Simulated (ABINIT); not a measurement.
# WSe2 (P6_3/mmc): G0W0 with ABINIT, start to end, part 2 of 2

Aim: the G0W0 gap of WSe2 (P6_3/mmc) on PBE, step by step.

ABINIT 10.8.3; PBE and many-body steps on it, plane waves. Known limits of the many-body steps: not at the basis limit; no spin-orbit coupling; coarse k mesh.

So far. Step 2 (Ground state): The gap is indirect, with the least direct gap 0.55 eV higher. Step 3 (Empty states on the mesh, 3×3×1 mesh, 159 bands): On this mesh the gap is 1.330 eV. The earlier step found 0.978 eV, so this mesh misses an edge.

The database entry behind the starting cell differs from later determinations by our own check (a about 0.2 % long), so it need not match the best structure at ambient conditions.

## (4) Screening, 3×3×1 mesh, 145 bands, screening to 98 eV

The RPA dielectric matrix is built and inverted for each q.

This step: RPA screening on PBE, plane waves, norm-conserving pseudopotentials.

The input, run.abi:

```
acell 3*1.0 Angstrom
rprim 
  3.290000000028 -0.000000000007 0.000000000000
  -1.645000000008 2.849223578479 0.000000000000
  0.000000000000 0.000000000000 12.970000000000
ntypat 2
znucl 74 34
natom 6
typat 1 1 2 2 2 2
xred 
  0.333333333333 0.666666666667 0.250000000000
  0.666666666667 0.333333333333 0.750000000000
  0.333333333333 0.666666666667 0.621000000000
  0.666666666667 0.333333333333 0.121000000000
  0.333333333333 0.666666666667 0.879000000000
  0.666666666667 0.333333333333 0.379000000000
pp_dirpath "pseudos"
pseudos "W.upf, Se.upf"
ecut 58
ngkpt 3 3 1
nshiftk 1
shiftk 0 0 0
kptopt 1
chksymbreak 0
istwfk *1
occopt 1
irdwfk 1
optdriver 3
nband 145
ecuteps 3.6
inclvkb 2
awtr 1
symchi 1
indata_prefix "in"
outdata_prefix "out"
tmpdata_prefix "tmp"
```

On the command line:

```bash
OMP_NUM_THREADS=1 mpirun -n 4 abinit run.abi > log
```

Numbers of over 12 decimals in the logs are rounded to 6 here.

The program printed:

```text
.Version 10.8.3 of ABINIT. v10.8.2 released Aug 2026.

 Symmetries : space group P6_3/m m c (#194); Bravais hP (primitive hexag.)
[... echo of the input left out ...]
== DATASET  1 ==================================================================
-   mpi_nproc: 4, omp_nthreads: 1 (-1 if OMP is not activated)

--- !DatasetInfo
iteration_state: {dtset: 1, }
dimensions: {natom: 6, nkpt: 3, mband: 145, nsppol: 1, nspinor: 1, nspden: 1, mpw: 17365, }
cutoff_energies: {ecut:  58.0, pawecutdg:  -1.0, }
electrons: {nelect:   1.24000000E+02, charge:   0.00000000E+00, occopt:   1.00000000E+00, tsmear:   1.00000000E-02, }

 SCREENING: Calculation of the susceptibility and dielectric matrices

 Based on a program developped by R.W. Godby, V. Olevano, G. Onida, and L. Reining.
 Incorporated in ABINIT by V. Olevano, G.-M. Rignanese, and M. Torrent.
.Using double precision arithmetic ; gwpc =  8

[... cell and pseudopotentials left out ...]
--------------------------------------------------------------------------------

 ==== K-mesh for the wavefunctions ====
 Number of points in the irreducible wedge :     3
[... list of points left out ...]
 Together with 24 symmetry operations and time-reversal symmetry
 yields     9 points in the full Brillouin Zone.

 ==== Q-mesh for the screening function ====
 Number of points in the irreducible wedge :     3
[... list of points left out ...]
 Together with 24 symmetry operations and time-reversal symmetry
 yields     9 points in the full Brillouin Zone.

 setmesh: FFT mesh size selected  =    24x   24x  108
          total number of points  =        62208

 vcoul_init : cutoff-mode = AUXILIARY_FUNCTION
 q-points for optical limit:   1
     1)      0.000010    0.000020    0.000030

- screening: taking advantage of time-reversal symmetry
- Maximum band index for partially occupied states nbvw = 62
- Remaining bands to be divided among processors   nbcw = 83
- Number of bands treated by each node ~20

 Number of electrons calculated from density =  124.0000; Expected =  124.0000
 average of density, n =  0.151134
 r_s =    1.1646
 omega_plasma =   37.5005 [eV]

 calculating chi0 at frequencies [eV] :
  1    0.000000E+00    0.000000E+00
  2    0.000000E+00    3.750049E+01

--------------------------------------------------------------------------------
  q-point number  1        q = ( 0.000000, 0.000000, 0.000000) [r.l.u.]
--------------------------------------------------------------------------------
[... chi0 elements left out ...]
 For q-point:  0.000010 0.000020 0.000030
  dielectric constant =  18.9363
  dielectric constant without local fields =  21.0034

  Average fulfillment of the sum rule on Im[epsilon] for q-point    1 :     36.63  [%]
[... wings left out ...]
  q-point number  2        q = ( 0.333333, 0.000000, 0.000000) [r.l.u.]
--------------------------------------------------------------------------------
[... chi0 elements left out ...]
  Average fulfillment of the sum rule on Im[epsilon] for q-point    2 :     34.22  [%]

 [... 1 further q-points ...]
```

Run time: 98 s. Hardware: 4 MPI ranks of Arm Neoverse V1, shared host; peak memory 2.4 GiB.

Numbers from this step:

| Property | Result |
| --- | --- |
| ε∞ with local fields, on this mesh, along the program's q direction | 18.94 |
| the same without local fields | 21.00 |
| plasma frequency | 37.50 eV |
| plane waves in the screening matrix | 279 |

Local fields lower ε∞ by 10 %. On a Γ-centred mesh this coarse the value itself is usually too large, while a short band sum pulls it down.

## (5) Self-energy, 3×3×1 mesh, 145 bands, screening to 98 eV

The self-energy is evaluated for the states that the input lists, and the levels follow from it, in one-shot runs by the linearised quasiparticle equation.

This step: G0W0 on PBE, plane waves, norm-conserving pseudopotentials.

run.abi, as its differences from that of step 4:

```diff
@@ -27,8 +27,17 @@
 irdwfk 1
-optdriver 3
+optdriver 4
 nband 145
+gwcalctyp 0
+ecutsigx 58
+symsigma 1
+nkptgw 2
+kptgw 
+  0.0000000000 0.0000000000 0.0000000000
+  0.3333333333 0.3333333333 0.0000000000
+bdgw 
+  61 64
+  61 64
 ecuteps 3.6
-inclvkb 2
-awtr 1
-symchi 1
+irdscr 1
+ppmodel 1
 indata_prefix "in"
```

The program printed:

```text
.Version 10.8.3 of ABINIT. v10.8.2 released Aug 2026.

 Symmetries : space group P6_3/m m c (#194); Bravais hP (primitive hexag.)
[... echo of the input left out ...]
== DATASET  1 ==================================================================
-   mpi_nproc: 4, omp_nthreads: 1 (-1 if OMP is not activated)

--- !DatasetInfo
iteration_state: {dtset: 1, }
dimensions: {natom: 6, nkpt: 3, mband: 145, nsppol: 1, nspinor: 1, nspden: 1, mpw: 17365, }
cutoff_energies: {ecut:  58.0, pawecutdg:  -1.0, }
electrons: {nelect:   1.24000000E+02, charge:   0.00000000E+00, occopt:   1.00000000E+00, tsmear:   1.00000000E-02, }

 SIGMA: Calculation of the GW corrections

 Based on a program developped by R.W. Godby, V. Olevano, G. Onida, and L. Reining.
 Incorporated in ABINIT by V. Olevano, G.-M. Rignanese, and M. Torrent.
.Using double precision arithmetic ; gwpc =  8

[... cell and pseudopotentials left out ...]
--------------------------------------------------------------------------------

 ==== K-mesh for the wavefunctions ====
 Number of points in the irreducible wedge :     3
[... list of points left out ...]
 Together with 24 symmetry operations and time-reversal symmetry
 yields     9 points in the full Brillouin Zone.

 ==== Q-mesh for screening function ====
 Number of points in the irreducible wedge :     3
[... list of points left out ...]
 Together with 24 symmetry operations and time-reversal symmetry
 yields     9 points in the full Brillouin Zone.

 vcoul_init : cutoff-mode = AUXILIARY_FUNCTION
 q-points for optical limit:   1
     1)      0.000010    0.000020    0.000030
 setmesh: FFT mesh size selected  =    40x   40x  180
          total number of points  =       288000

 Number of electrons calculated from density =  124.0000; Expected =  124.0000
 average of density, n =  0.151134
 r_s =    1.1646
 omega_plasma =   37.5005 [eV]

 === KS Band Gaps ===
  >>>> For spin  1
   Minimum direct gap =   1.5238 [eV], located at k-point      :   0.3333  0.3333  0.0000
   Fundamental gap    =   1.3302 [eV], Top of valence bands at :   0.0000  0.0000  0.0000
                                       Bottom of conduction at :   0.3333  0.3333  0.0000
 SIGMA fundamental parameters:
 PLASMON POLE MODEL  1
 number of plane-waves for SigmaX                17365
 number of plane-waves for SigmaC and W            279
 number of plane-waves for wavefunctions         17365
 number of bands                                   145
 number of independent spin polarizations            1
 number of spinorial components                      1
 number of k-points in IBZ                           3
 number of q-points in IBZ                           3
 number of symmetry operations                      24
 number of k-points in BZ                            9
 number of q-points in BZ                            9
 number of frequencies for dSigma/dE                 9
 frequency step for dSigma/dE [eV]                0.25
 number of omega for Sigma on real axis              0
 max omega for Sigma on real axis  [eV]           0.00
 zcut for avoiding poles [eV]                     0.10

 EPSILON^-1 parameters (SCR file):
 dimension of the eps^-1 matrix on file            279
 dimension of the eps^-1 matrix used               279
 number of plane-waves for wavefunctions         17365
 number of bands                                   145
 number of q-points in IBZ                           3
 number of frequencies                               2
 number of real frequencies                          1
 number of imag frequencies                          1

 matrix elements of self-energy operator (all in [eV])

 Perturbative Calculation

--- !SelfEnergy_ee
iteration_state: {dtset: 1, }
kpoint     : [   0.000,    0.000,    0.000, ]
spin       : 1
KS_gap     :    2.641
QP_gap     :    3.136
Delta_QP_KS:    0.495
data: !SigmaeeData |
     Band     E0 <VxcDFT>   SigX SigC(E0)      Z dSigC/dE  Sig(E)    E-E0       E
       61   8.758 -14.826 -17.379   2.594   0.805  -0.243 -14.793   0.033   8.790
       62   9.827 -16.046 -16.694   1.301   0.797  -0.255 -15.526   0.520  10.347
       63  12.468 -15.994 -11.310  -3.420   0.802  -0.246 -14.980   1.014  13.483
       64  12.468 -15.994 -11.310  -3.420   0.802  -0.246 -14.980   1.014  13.483

--- !SelfEnergy_ee
iteration_state: {dtset: 1, }
kpoint     : [   0.333,    0.333,    0.000, ]
spin       : 1
KS_gap     :    1.524
QP_gap     :    2.154
Delta_QP_KS:    0.631
data: !SigmaeeData |
     Band     E0 <VxcDFT>   SigX SigC(E0)      Z dSigC/dE  Sig(E)    E-E0       E
       61   9.388 -14.952 -16.073   1.581   0.796  -0.256 -14.585   0.367   9.754
       62   9.634 -15.594 -16.603   1.575   0.795  -0.257 -15.143   0.451  10.084
       63  11.158 -16.260 -11.196  -3.700   0.793  -0.261 -15.179   1.081  12.239
       64  11.158 -16.260 -11.196  -3.700   0.793  -0.261 -15.179   1.081  12.239

== END DATASET(S) ==============================================================
================================================================================

 -outvars: echo values of variables after computation  --------
           etotal      0.0000000000E+00
            nband         145
             nkpt           3
          spgroup         194
 [... the other variables as echoed above ...]

 Calculation completed.
```

Wall time 14 s (4 MPI ranks); peak memory 1.9 GiB; 57 s of CPU time.

This step gave:

```yaml
g0w0_gap_on_the_points_computed: 1.892 eV
starting_gap_on_the_mesh: 1.330 eV
k_of_the_valence_top: 0, 0, 0
k_of_the_conduction_bottom: 0.3333, 0.3333, 0
z_at_the_valence_top: 0.797
z_at_the_conduction_bottom: 0.793
least_direct_g0w0_gap_on_the_computed_points: 2.155 eV
```

The gap on the mesh goes from 1.33 eV to 1.89 eV, a correction of +0.56 eV. The start differs from the 0.98 eV found before because the two sample other k points.

Limits: finite bands, cutoff and mesh; no spin-orbit coupling; coarse k mesh. v1 is the top filled band, c1 the lowest empty one. The levels before and after the correction (eV, zero at the valence-band top of each column):

|  | conduction bottom | valence top |
| --- | --- | --- |
| Kohn-Sham | 1.33 | 0.00 |
| G0W0 | 1.89 | 0.00 |

|  | level | energy (eV) |
| --- | --- | --- |
| Kohn-Sham | Γ v2 | -1.070 |
| Kohn-Sham | Γ v1 | 0.000 |
| Kohn-Sham | Γ c1-c2 | 2.641 |
| Kohn-Sham | (0.333 0.333 0) v2 | -0.440 |
| Kohn-Sham | (0.333 0.333 0) v1 | -0.194 |
| Kohn-Sham | (0.333 0.333 0) c1-c2 | 1.330 |
| G0W0 | Γ v2 | -1.557 |
| G0W0 | Γ v1 | 0.000 |
| G0W0 | Γ c1-c2 | 3.136 |
| G0W0 | (0.333 0.333 0) v2 | -0.593 |
| G0W0 | (0.333 0.333 0) v1 | -0.263 |
| G0W0 | (0.333 0.333 0) c1-c2 | 1.892 |

## (6) Where the time went

Times are wall times on the hardware named with each run, good to a factor of about two.

| step | time | share | memory (GiB) |
| --- | --- | --- | --- |
| ground state | 5.9 min | 55 % | 0.85 |
| empty states on the mesh | 2.9 min | 27 % | 0.47 |
| screening | 98 s | 15 % | 2.4 |
| self-energy | 14 s | 2 % | 1.9 |

## (7) Results

| Property | Result |
| --- | --- |
| PBE gap | 0.98 eV, indirect |
| G0W0 gap on the mesh | 1.89 eV |
| G0W0 gap over the zone (rigid shift) | 1.54 eV |
| GW settings | 3×3×1 mesh, 145 bands, screening to 98 eV, Godby-Needs plasmon pole |
| known limits | not at the basis limit; no spin-orbit coupling; coarse k mesh |

In words: G0W0 moves the gap on the mesh from 1.33 eV to 1.89 eV (+0.56 eV), with Z of 0.80 and 0.79 at the edges. The mesh misses the band edges by 0.35 eV in all; a rigid shift gives 1.54 eV for the zone. Local fields lower the RPA ε∞ on this mesh from 21.00 to 18.94; a Γ-centred mesh this coarse tends to raise both, most where the direct gap is narrow, while a short band sum lowers them. Only 2 of the mesh's irreducible points were corrected, so a valley elsewhere could overtake. The dearest step here is «ground state». Bands and cutoff are finite, so the gap is not at the basis limit. The miss can reach some tenths of an eV and take either sign; the mesh is an error of its own. In the G0W0 run levels were corrected at 2 k points alone, so a gap called «on the mesh» is the least over those, and an edge elsewhere would be missed. A denser mesh or path gives a starting gap of 0.98 eV: the GW mesh misses a band edge, so its gaps are not the fundamental one. The 3×3×1 mesh is coarse for this cell, which bears on the long-range parts of exchange and screening. The many-body steps are scalar-relativistic: spin-orbit coupling is not in them.

[Paths, hosts, dates, memory and timing lines, banners, echoed tables and standing remarks are left out of the program output.]

[Logs are printed without paths, hosts, clocks, repeated set-up lines and the standing remarks that a program may print on its own settings, such as how far it seeks lower states.]

[Runs of the session that timed out or met a known fault of the program may be left out.]

[Hosts, paths, dates, database ids (printed as entryN), source tags and the programs' standing remarks are cut or masked in the printed files.]

[G0W0 gaps are taken among the corrected bands and points alone; a level outside them can change the order at an edge.]

[Where Ansatz stands beside ABINIT at settings called matched, ABINIT's density can come from a denser mesh and the files from another edition; pairs whose starting gaps differed by over 0.03 eV were left out, so agreement reads better than it is.]
